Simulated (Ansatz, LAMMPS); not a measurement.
# Settings and their price: amorphous polyacrylonitrile (as short chains C14N4H18) at 480 K (108 atoms)

Density of this cell: 0.988 g/cm³. The cell holds 108 atoms: 42 C, 12 N and 54 H. Its edges and angles: a = 10.691 Å, b = 10.691 Å, c = 10.691 Å, α = 90.0°, β = 90.0°, γ = 90.0°. 3 polyacrylonitrile chains of 4 units with methyl end groups placed at random, at 0.988 g/cm³; overlaps pushed apart, then 20 ps at 800 K with MMFF94 bonds, angles, torsions, charges and radii (Halgren, J. Comput. Chem. 17, 490 (1996)) in harmonic and 12-6 forms. Snapshot after 30 ps at 480 K and fixed volume.

Geometry: as built.

Reference run: Kohn-Sham DFT, PBE+D3(BJ), PAW (set soft_2), plane waves (Ansatz 0.2.0), cutoff 420 eV, Γ point, fixed occupations.

```
r.m.s. force component                           : 1.059 eV/Å
pressure                                         : 1.347 GPa
gap (highest filled to lowest empty level) : 5.884 eV
SCF cycles                                       : 10
time                                             : 10 s on 4 threads of Intel Xeon Platinum 8259CL at 2.50GHz (Skylake/Cascade Lake), shared host
```

**Question.** The same geometry is run again with each of these changes. How far do the results move, and how long does each run take?
- support functions medium
- support functions low
- support functions high
- support functions medium, radius 3.35 Å
- support functions medium, radius 3.63 Å
- support functions medium, radius 3.87 Å
- support functions medium, radius 4.15 Å
- support functions medium, radius 4.67 Å
- support functions medium, radius 5.19 Å
- scf.occupations.method = "gaussian" and scf.occupations.width = 0.001

Each row is set against the plane-wave reference (Kohn-Sham DFT, PBE+D3(BJ), PAW (set soft_2), plane waves; r.m.s. force component 1.06 eV/Å). Energies are set beside the reference only for runs with its functional, potentials and electron count. Times are for 4 threads of Intel Xeon Platinum 8259CL at 2.50GHz (Skylake/Cascade Lake), shared host. The reference's time includes the DOS, ELF, the stress and grids, which some other runs skip.

```csv
run,"Δ force, r.m.s. (meV/Å)",share of r.m.s. force (%),Δ energy (meV/atom),Δ pressure (GPa),Δ gap (eV),cycles,time,host memory (GiB)
reference,-,-,-,-,-,10,10 s,1.2
support functions medium,6.57,0.620,-3.71,-,-1.0e-4,14,64 s,2.5
support functions low,6.61,0.624,-3.71,-,2.0e-4,12,59 s,2.4
support functions high,6.43,0.608,-3.72,-,-2.0e-4,18,3.9 min,5.5
"support functions medium, radius 3.35 Å",6.58,0.622,-3.71,-,-1.0e-4,14,60 s,2.4
"support functions medium, radius 3.63 Å",6.57,0.621,-3.71,-,-1.0e-4,14,67 s,2.6
"support functions medium, radius 3.87 Å",6.58,0.621,-3.71,-,-1.0e-4,14,74 s,2.9
"support functions medium, radius 4.15 Å",6.56,0.620,-3.71,-,-1.0e-4,14,94 s,3.2
"support functions medium, radius 4.67 Å",6.56,0.620,-3.71,-,-1.0e-4,14,2.3 min,4.1
"support functions medium, radius 5.19 Å",6.56,0.620,-3.71,-,0,14,3.5 min,5.1
scf.occupations.method = "gaussian" and scf.occupations.width = 0.001,0.002,2.0e-4,0,0,0,10,9.9 s,1.2
```

Among numerical settings the force difference runs from 0.002 meV/Å (scf.occupations.method = "gaussian" and scf.occupations.width = 0.001) to 6.6 meV/Å (support functions low). At 108 atoms the fastest of the runs at a preset level, support functions low, takes roughly 5.8 times the time of plane waves (whose run also made extra analyses, so the like-for-like ratio is larger), in 12 SCF cycles against 10. Differences between support functions and plane waves include what basis error the plane-wave run still has. The force difference hardly changes among these support-function runs, which points to the basis of the plane-wave reference as its main source. As the radius goes from 3.35 to 5.19 Å, the force difference goes from 6.6 to 6.6 meV/Å, and the time from 60 s to 3.5 min. 

[Logs are printed without paths, hosts, clocks, repeated set-up lines and the standing remarks that a program may print on its own settings, such as how far it seeks lower states.]

[Hosts, paths, dates, database ids (printed as entryN), source tags and the programs' standing remarks are cut or masked in the printed files.]

[The MMFF94 radii named for the starting cell were scaled by 0.96; in molecules described by MMFF94, hydrogen bound to N, O or S took a small fixed 12-6 site in their place.]
